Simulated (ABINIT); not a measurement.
## TlPbF3 (Pm-3m): modes at Γ and the response to a field

Which modes does TlPbF3 (Pm-3m) have at the zone centre?

Program: ABINIT 10.8.3. Level of theory: DFT PBE, scalar-relativistic, plane waves, PseudoDojo norm-conserving pseudopotentials. Results are calculated unless marked as measured.

The structure was built from a prototype and need not be the compound's stable phase.

In doubt: a PseudoDojo file used here is known to give poor structures and forces, so the values of those runs are not to be relied on.

### 1. The starting structure

The structure is cubic, space group Pm-3m (No. 221). The conventional cell has a = 4.939 Å, b = 4.939 Å, c = 4.939 Å, α = 90.00°, β = 90.00°, γ = 90.00°. Nearest to Tl lie 12 F at 3.49 Å. Nearest to Pb lie 6 F at 2.47 Å. Nearest to F lie 2 Pb at 2.47 Å. Farther neighbours and most contacts between anions are not listed.

As a file:

```cif
data_structure
_symmetry_space_group_name_H-M 'Pm-3m'
_symmetry_Int_Tables_number 221
_cell_length_a 4.9392
_cell_length_b 4.9392
_cell_length_c 4.9392
_cell_angle_alpha 90.000
_cell_angle_beta 90.000
_cell_angle_gamma 90.000
_cell_volume 120.50
loop_
_atom_site_label
_atom_site_type_symbol
_atom_site_symmetry_multiplicity
_atom_site_Wyckoff_symbol
_atom_site_fract_x
_atom_site_fract_y
_atom_site_fract_z
_atom_site_occupancy
Tl1 Tl 1 a 0.00000 0.00000 0.00000 1
Pb1 Pb 1 b 0.50000 0.50000 0.50000 1
F1 F 3 c 0.50000 0.50000 0.00000 1
```

### 2. A first look

A first run with smearing and empty bands tells whether the crystal has a gap, which decides between fixed occupations and smearing later on.

Contents of probe.abi:

```
# ground state
tolvrs 1.0d-08
prtden 1
prtwf 1

# basis, mesh and filling
ecut 36.0
ngkpt 4 4 4
nshiftk 1
shiftk 0.0 0.0 0.0
istwfk *1
occopt 7
tsmear 0.005
nband 33
nstep 100
diemac 9.0
prtebands 0
prtgsr 0
useylm 1

# cell and atoms
acell 9.333735275 9.333735275 9.333735275
rprim 
    1.0 0.0 0.0
    0.0 1.0 0.0
    0.0 0.0 1.0
ntypat 3
znucl 81 82 9
natom 5
typat 1 2 3 3 3
xred 
    0.0 0.0 0.0
    0.5 0.5 0.5
    0.5 0.5 0.0
    0.5 0.0 0.5
    0.0 0.5 0.5
pp_dirpath "./pseudo"
pseudos "Tl.upf, Pb.upf, F.upf"
```

Launch:

```bash
$ OMP_NUM_THREADS=1 mpirun -n 4 abinit probe.abi > probe.log
```

Numbers of over 12 decimals in the logs are rounded to 6 here.

probe.abo, the main output file:

```text
[banners, grids, parts of the stress and lines that vanish by symmetry left out]
- input  file    -> probe.abi
- output file    -> probe.abo
- root for input  files -> probei
[...]
Symmetries : space group Pm -3 m (#221); Bravais cP (primitive cubic)
[...]
mpw =        8480          nfft =      157464          nkpt =          10
[...]
== DATASET  1 ==================================================================
[...]
cutoff_energies: {ecut:  36.0, pawecutdg:  -1.0, }
[...]
ETOT  1  -204.65588132014    -2.047E+02 2.132E-01 1.172E+03
 ETOT  2  -204.67428212540    -1.840E-02 1.864E-02 1.607E+03
 ETOT  3  -205.24446034422    -5.702E-01 8.551E-03 1.401E+02
 ETOT  4  -205.26782587291    -2.337E-02 2.975E-03 1.958E+01
 ETOT  5  -205.27122016393    -3.394E-03 3.113E-04 3.164E-01
[...]
ETOT 11  -205.27123973400    -2.217E-10 1.882E-05 3.015E-08
 ETOT 12  -205.27123973401    -1.216E-11 3.697E-05 5.030E-10
 At SCF step   12       vres2   =  5.03E-10 < tolvrs=  1.00E-08 =>converged.
[...]
sigma(1 1)=  8.13586305E-05  sigma(3 2)=  0.00000000E+00
  sigma(2 2)=  8.13586305E-05  sigma(3 1)=  0.00000000E+00
  sigma(3 3)=  8.13586305E-05  sigma(2 1)=  0.00000000E+00
[...]
convergence: {deltae: -1.216E-11, res2:  5.030E-10, residm:  3.697E-05, diffor: null, }
etotal    :  -2.05271240E+02
[...]
sigma(1 1)=  8.13586305E-05  sigma(3 2)=  0.00000000E+00
  sigma(2 2)=  8.13586305E-05  sigma(3 1)=  0.00000000E+00
  sigma(3 3)=  8.13586305E-05  sigma(2 1)=  0.00000000E+00
[...]
- sigma(1 1)=  2.39365355E+00  sigma(3 2)=  0.00000000E+00
- sigma(2 2)=  2.39365355E+00  sigma(3 1)=  0.00000000E+00
- sigma(3 3)=  2.39365355E+00  sigma(2 1)=  0.00000000E+00
[...]
fcart     -0.0000000000E+00 -0.0000000000E+00 -0.0000000000E+00
           strten      8.1358630473E-05  8.1358630473E-05  8.1358630473E-05
================================================================================

[key lines of the parts left out:]
pressure_GPa:  -2.3937E+00
```

Wall time 38 s (4 MPI ranks of Arm Neoverse V2, shared host).

This step gave:

```
volume per atom   : 24.10 Å³
pressure          : -2.394 GPa
gap on the k-mesh : 2.128 eV
```

A gap of 2.1 eV opens on this mesh, so the crystal is taken as an insulator; the printed pressure holds the stress of the finite basis too.

### 3. Rough relaxation

The typed start is rough, so a first relaxation with smearing and loose thresholds takes it towards rest cheaply.

Contents of prerelax.abi:

```
# relaxation
ionmov 2
optcell 2
dilatmx 1.15
chkdilatmx 0
ntime 40
tolmxf 3.0d-04
tolvrs 1.0d-10
prtwf 0
prtden 0
chksymtnons 0

# basis, mesh and filling
ecut 36.0
ecutsm 3.0
ngkpt 4 4 4
nshiftk 1
shiftk 0.0 0.0 0.0
istwfk *1
occopt 7
tsmear 0.005
nband 33
nstep 100
diemac 9.0
prtebands 0
prtgsr 0
useylm 1

# cell and atoms
acell 9.333735275 9.333735275 9.333735275
rprim 
    1.0 0.0 0.0
    0.0 1.0 0.0
    0.0 0.0 1.0
ntypat 3
znucl 81 82 9
natom 5
typat 1 2 3 3 3
xred 
    0.0 0.0 0.0
    0.5 0.5 0.5
    0.5 0.5 0.0
    0.5 0.0 0.5
    0.0 0.5 0.5
pp_dirpath "./pseudo"
pseudos "Tl.upf, Pb.upf, F.upf"
```

Launch:

```bash
$ OMP_NUM_THREADS=1 mpirun -n 4 abinit prerelax.abi > prerelax.log
```

prerelax.abo, the main output file:

```text
[banners, grids, parts of the stress and lines that vanish by symmetry left out]
- input  file    -> prerelax.abi
- output file    -> prerelax.abo
- root for input  files -> prerelaxi
[...]
Symmetries : space group Pm -3 m (#221); Bravais cP (primitive cubic)
[...]
mpw =       12893          nfft =      216000          nkpt =          10
[...]
== DATASET  1 ==================================================================
[...]
cutoff_energies: {ecut:  36.0, pawecutdg:  -1.0, }
[...]
ETOT  1  -204.61498809049    -2.046E+02 1.768E-01 1.552E+03
 ETOT  2  -204.69573961521    -8.075E-02 9.783E-03 2.099E+03
 ETOT  3  -205.24360787033    -5.479E-01 5.486E-03 1.953E+02
 ETOT  4  -205.26584602579    -2.224E-02 1.276E-03 3.087E+01
 ETOT  5  -205.26974075855    -3.895E-03 9.242E-04 4.637E-01
[...]
At SCF step   14       vres2   =  1.75E-12 < tolvrs=  1.00E-10 =>converged.
[...]
ETOT 10  -205.27104268224    -1.168E-11 3.323E-07 8.108E-12
 At SCF step   10       vres2   =  8.11E-12 < tolvrs=  1.00E-10 =>converged.
[...]
sigma(1 1)=  3.56113712E-07  sigma(3 2)=  0.00000000E+00
  sigma(2 2)=  3.56113712E-07  sigma(3 1)=  0.00000000E+00
  sigma(3 3)=  3.56113712E-07  sigma(2 1)=  0.00000000E+00
[...]
convergence: {deltae: -1.168E-11, res2:  8.108E-12, residm:  3.323E-07, diffor: null, }
etotal    :  -2.05271043E+02
[...]
At Broyd/MD step   4, gradients are converged :
[...]
sigma(1 1)=  3.56113712E-07  sigma(3 2)=  0.00000000E+00
  sigma(2 2)=  3.56113712E-07  sigma(3 1)=  0.00000000E+00
  sigma(3 3)=  3.56113712E-07  sigma(2 1)=  0.00000000E+00
[...]
- sigma(1 1)=  1.04772271E-02  sigma(3 2)=  0.00000000E+00
- sigma(2 2)=  1.04772271E-02  sigma(3 1)=  0.00000000E+00
- sigma(3 3)=  1.04772271E-02  sigma(2 1)=  0.00000000E+00
[...]
fcart     -0.0000000000E+00 -0.0000000000E+00 -0.0000000000E+00
           strten      3.5611371191E-07  3.5611371191E-07  3.5611371191E-07
================================================================================

[key lines of the parts left out:]
pressure_GPa:  -1.0477E-02
Total energy (etotal) [Ha]= -2.05271042682242E+02
```

It took 3.3 min on 4 MPI ranks.

Relaxation path:

```tsv
step	energy less that of the first step (eV)	largest force (eV/Å)	volume (Å³)
1	0.0000	0.0000	120.50
2	-0.0070	0.0000	119.83
3	-0.0346	0.0000	114.10
4	-0.0349	0.0000	114.59
```

```tsv
conventional cell, symmetrised	before	after	change
a (Å)	4.939	4.857	-1.7 %
b (Å)	4.939	4.857	-1.7 %
c (Å)	4.939	4.857	-1.7 %
volume (Å³/atom)	24.10	22.92	-4.9 %
```

This step gave:

```yaml
volume_per_atom: 22.92 Å³
pressure: -0.01048 GPa
gap_on_the_k_mesh: 1.894 eV
```

The volume changes by -4.9 % in this run and stands -4.9 % from the first cell.

### 4. Relaxation

The harmonic expansion needs vanishing forces, and a free crystal bears no stress, so cell and atoms are brought to rest. Stress is more sensitive to the basis than forces are: the last 3 Ha under the cutoff are smoothed with ecutsm, and the cutoff is raised above that of the later runs.

Contents of relax.abi:

```
# relaxation
ionmov 2
optcell 2
dilatmx 1.08
ntime 40
tolmxf 1.0d-05
tolvrs 1.0d-14
prtwf 0
prtden 0
chksymtnons 0

# basis, mesh and filling
ecut 44.0
ecutsm 3.0
ngkpt 4 4 4
nshiftk 1
shiftk 0.0 0.0 0.0
istwfk *1
occopt 1
nband 24
nstep 100
diemac 9.0
prtebands 0
prtgsr 0
useylm 1

# cell and atoms
acell 9.17869491 9.17869491 9.17869491
rprim 
    1.0 0.0 0.0
    0.0 1.0 0.0
    0.0 0.0 1.0
ntypat 3
znucl 81 82 9
natom 5
typat 1 2 3 3 3
xred 
    0.0 0.0 0.0
    0.5 0.5 0.5
    0.5 0.5 0.0
    0.5 0.0 0.5
    0.0 0.5 0.5
pp_dirpath "./pseudo"
pseudos "Tl.upf, Pb.upf, F.upf"
```

Launch:

```bash
$ OMP_NUM_THREADS=1 mpirun -n 4 abinit relax.abi > relax.log
```

relax.abo, the main output file:

```text
[banners, grids, parts of the stress and lines that vanish by symmetry left out]
- input  file    -> relax.abi
- output file    -> relax.abo
- root for input  files -> relaxi
[...]
Symmetries : space group Pm -3 m (#221); Bravais cP (primitive cubic)
[...]
mpw =       13704          nfft =      216000          nkpt =          10
[...]
== DATASET  1 ==================================================================
[...]
cutoff_energies: {ecut:  44.0, pawecutdg:  -1.0, }
[...]
ETOT  1  -202.61747211746    -2.026E+02 2.749E-01 6.527E+02
 ETOT  2  -204.64891388846    -2.031E+00 2.799E-01 2.854E+03
 ETOT  3  -205.11067868203    -4.618E-01 7.123E-03 8.631E+02
 ETOT  4  -205.22782930988    -1.172E-01 9.896E-04 2.410E+02
 ETOT  5  -205.27149520129    -4.367E-02 6.779E-04 1.319E+01
[...]
At SCF step   21       vres2   =  1.25E-15 < tolvrs=  1.00E-14 =>converged.
[...]
sigma(1 1)=  1.67135609E-07  sigma(3 2)=  0.00000000E+00
  sigma(2 2)=  1.67135609E-07  sigma(3 1)=  0.00000000E+00
  sigma(3 3)=  1.67135609E-07  sigma(2 1)=  0.00000000E+00
[...]
convergence: {deltae: -7.958E-13, res2:  1.249E-15, residm:  1.171E-15, diffor: null, }
etotal    :  -2.05273686E+02
[...]
ETOT  1  -205.27368573868    -2.053E+02 1.356E-12 1.175E-04
[...]
At SCF step   10       vres2   =  3.70E-15 < tolvrs=  1.00E-14 =>converged.
[...]
sigma(1 1)=  1.46788757E-07  sigma(3 2)=  0.00000000E+00
  sigma(2 2)=  1.46788757E-07  sigma(3 1)=  0.00000000E+00
  sigma(3 3)=  1.46788757E-07  sigma(2 1)=  0.00000000E+00
[...]
convergence: {deltae: -4.775E-12, res2:  3.698E-15, residm:  6.690E-18, diffor: null, }
etotal    :  -2.05273686E+02
[...]
ETOT  1  -205.27368488100    -2.053E+02 7.035E-11 6.109E-03
[...]
ETOT 11  -205.27368576117     5.514E-12 2.778E-17 2.426E-14
 ETOT 12  -205.27368576118    -1.060E-11 6.471E-18 7.647E-16
 At SCF step   12       vres2   =  7.65E-16 < tolvrs=  1.00E-14 =>converged.
[...]
sigma(1 1)= -6.50128371E-11  sigma(3 2)=  0.00000000E+00
  sigma(2 2)= -6.50128380E-11  sigma(3 1)=  0.00000000E+00
  sigma(3 3)= -6.50128380E-11  sigma(2 1)=  0.00000000E+00
[...]
convergence: {deltae: -1.060E-11, res2:  7.647E-16, residm:  6.471E-18, diffor: null, }
etotal    :  -2.05273686E+02
[...]
At Broyd/MD step   3, gradients are converged :
[...]
sigma(1 1)= -6.50128371E-11  sigma(3 2)=  0.00000000E+00
  sigma(2 2)= -6.50128380E-11  sigma(3 1)=  0.00000000E+00
  sigma(3 3)= -6.50128380E-11  sigma(2 1)=  0.00000000E+00
[...]
- sigma(1 1)= -1.91274371E-06  sigma(3 2)=  0.00000000E+00
- sigma(2 2)= -1.91274373E-06  sigma(3 1)=  0.00000000E+00
- sigma(3 3)= -1.91274373E-06  sigma(2 1)=  0.00000000E+00
[...]
fcart     -0.0000000000E+00 -0.0000000000E+00 -0.0000000000E+00
           strten     -6.5012837128E-11 -6.5012837995E-11 -6.5012837995E-11
================================================================================

[key lines of the parts left out:]
pressure_GPa:   1.9127E-06
Total energy (etotal) [Ha]= -2.05273685761180E+02
```

Elapsed: 2.1 min, on 4 MPI ranks; 8.5 min of CPU time.

Little changed from the start: no atom moved by 0.005 Å and no cell edge by 0.1 %.

This step gave:

```
pressure : 1.91e-6 GPa
```

The volume changes by -0.0 % in this run and stands -4.9 % from the first cell.

### 5. Self-consistent run for the response

First-order wavefunctions inherit every error of the ground state, hence the very tight tolvrs. The mesh is shifted off Γ, since shifted meshes converge sums over the zone faster.

Contents of gs.abi:

```
# ground state
tolvrs 1.0d-16
prtden 1
prtwf 1

# basis, mesh and filling
ecut 36.0
ngkpt 4 4 4
nshiftk 1
shiftk 0.5 0.5 0.5
istwfk *1
occopt 1
nband 24
nstep 100
diemac 9.0
prtebands 0
prtgsr 0
useylm 1

# cell and atoms
acell 9.178316906 9.178316906 9.178316906
rprim 
    1.0 0.0 0.0
    0.0 1.0 0.0
    0.0 0.0 1.0
ntypat 3
znucl 81 82 9
natom 5
typat 1 2 3 3 3
xred 
    0.0 0.0 0.0
    0.5 0.5 0.5
    0.5 0.5 0.0
    0.5 0.0 0.5
    0.0 0.5 0.5
pp_dirpath "./pseudo"
pseudos "Tl.upf, Pb.upf, F.upf"
```

Launch:

```bash
$ OMP_NUM_THREADS=1 mpirun -n 4 abinit gs.abi > gs.log
```

gs.abo, the main output file:

```text
[banners, grids, parts of the stress and lines that vanish by symmetry left out]
- input  file    -> gs.abi
- output file    -> gs.abo
- root for input  files -> gsi
[...]
Symmetries : space group Pm -3 m (#221); Bravais cP (primitive cubic)
[...]
mpw =        8004          nfft =      125000          nkpt =           4
[...]
== DATASET  1 ==================================================================
[...]
cutoff_energies: {ecut:  36.0, pawecutdg:  -1.0, }
[...]
ETOT  1  -202.53185423785    -2.025E+02 2.766E-01 6.488E+02
 ETOT  2  -204.73096695222    -2.199E+00 1.944E-01 1.434E+03
 ETOT  3  -205.17054558713    -4.396E-01 1.127E-02 3.192E+02
 ETOT  4  -205.24417119966    -7.363E-02 5.350E-04 7.789E+01
 ETOT  5  -205.26627307445    -2.210E-02 6.079E-04 1.860E+01
[...]
ETOT 21  -205.27302334482     6.111E-12 1.383E-17 9.972E-16
 ETOT 22  -205.27302334483    -4.604E-12 3.721E-18 3.298E-17
 At SCF step   22       vres2   =  3.30E-17 < tolvrs=  1.00E-16 =>converged.
[...]
sigma(1 1)=  2.45053322E-05  sigma(3 2)=  0.00000000E+00
  sigma(2 2)=  2.45053322E-05  sigma(3 1)=  0.00000000E+00
  sigma(3 3)=  2.45053322E-05  sigma(2 1)=  0.00000000E+00
[...]
convergence: {deltae: -4.604E-12, res2:  3.298E-17, residm:  3.721E-18, diffor: null, }
etotal    :  -2.05273023E+02
[...]
sigma(1 1)=  2.45053322E-05  sigma(3 2)=  0.00000000E+00
  sigma(2 2)=  2.45053322E-05  sigma(3 1)=  0.00000000E+00
  sigma(3 3)=  2.45053322E-05  sigma(2 1)=  0.00000000E+00
[...]
- sigma(1 1)=  7.20971765E-01  sigma(3 2)=  0.00000000E+00
- sigma(2 2)=  7.20971765E-01  sigma(3 1)=  0.00000000E+00
- sigma(3 3)=  7.20971765E-01  sigma(2 1)=  0.00000000E+00
[...]
fcart     -0.0000000000E+00 -0.0000000000E+00 -0.0000000000E+00
           strten      2.4505332215E-05  2.4505332215E-05  2.4505332215E-05
================================================================================

[key lines of the parts left out:]
pressure_GPa:  -7.2097E-01
```

The job ended after 16 s (4 MPI ranks).

Read from the output:

```yaml
pressure: -0.7210 GPa
```

The cell stands at -0.72 GPa: the relaxation ran with a smoothed and higher cutoff and on another k mesh.

### 6. The gap at rest

Empty bands on the ground state's density check that the gap assumed so far is there in this cell.

Contents of gap.abi:

```
# empty bands on the ground state's density
iscf -2
getden_filepath "gso_DEN"
tolwfr 1.0d-12
nbdbuf 2
prtwf 0

# basis, mesh and filling
ecut 36.0
ngkpt 4 4 4
nshiftk 1
shiftk 0.0 0.0 0.0
istwfk *1
occopt 1
nband 28
nstep 100
diemac 9.0
prtebands 0
prtgsr 0
useylm 1

# cell and atoms
acell 9.178316906 9.178316906 9.178316906
rprim 
    1.0 0.0 0.0
    0.0 1.0 0.0
    0.0 0.0 1.0
ntypat 3
znucl 81 82 9
natom 5
typat 1 2 3 3 3
xred 
    0.0 0.0 0.0
    0.5 0.5 0.5
    0.5 0.5 0.0
    0.5 0.0 0.5
    0.0 0.5 0.5
pp_dirpath "./pseudo"
pseudos "Tl.upf, Pb.upf, F.upf"
```

Launch:

```bash
$ OMP_NUM_THREADS=1 mpirun -n 4 abinit gap.abi > gap.log
```

gap.abo, the main output file:

```text
[banners, grids, parts of the stress and lines that vanish by symmetry left out]
- input  file    -> gap.abi
- output file    -> gap.abo
- root for input  files -> gapi
[...]
Symmetries : space group Pm -3 m (#221); Bravais cP (primitive cubic)
[...]
mpw =        8025          nfft =      125000          nkpt =          10
[...]
== DATASET  1 ==================================================================
[...]
cutoff_energies: {ecut:  36.0, pawecutdg:  -1.0, }
[...]
-outvars: echo values of variables after computation
            acell      9.1783169060E+00  9.1783169060E+00  9.1783169060E+00 Bohr
================================================================================
```

The job ended after 18 s (4 MPI ranks).

Read from the output:

```yaml
gap_on_the_k_mesh: 1.900 eV
```

In this cell the gap on the mesh is 1.9 eV, indirect (smallest direct 2.8 eV), so fixed occupations hold.

[end of part 1 of 3]

[Host names and launcher messages were left out of these logs when they were recorded.]

[Logs are printed without paths, hosts, clocks, repeated set-up lines and the standing remarks that a program may print on its own settings, such as how far it seeks lower states.]

[Hosts, paths, dates, database ids (printed as entryN), source tags and the programs' standing remarks are cut or masked in the printed files.]
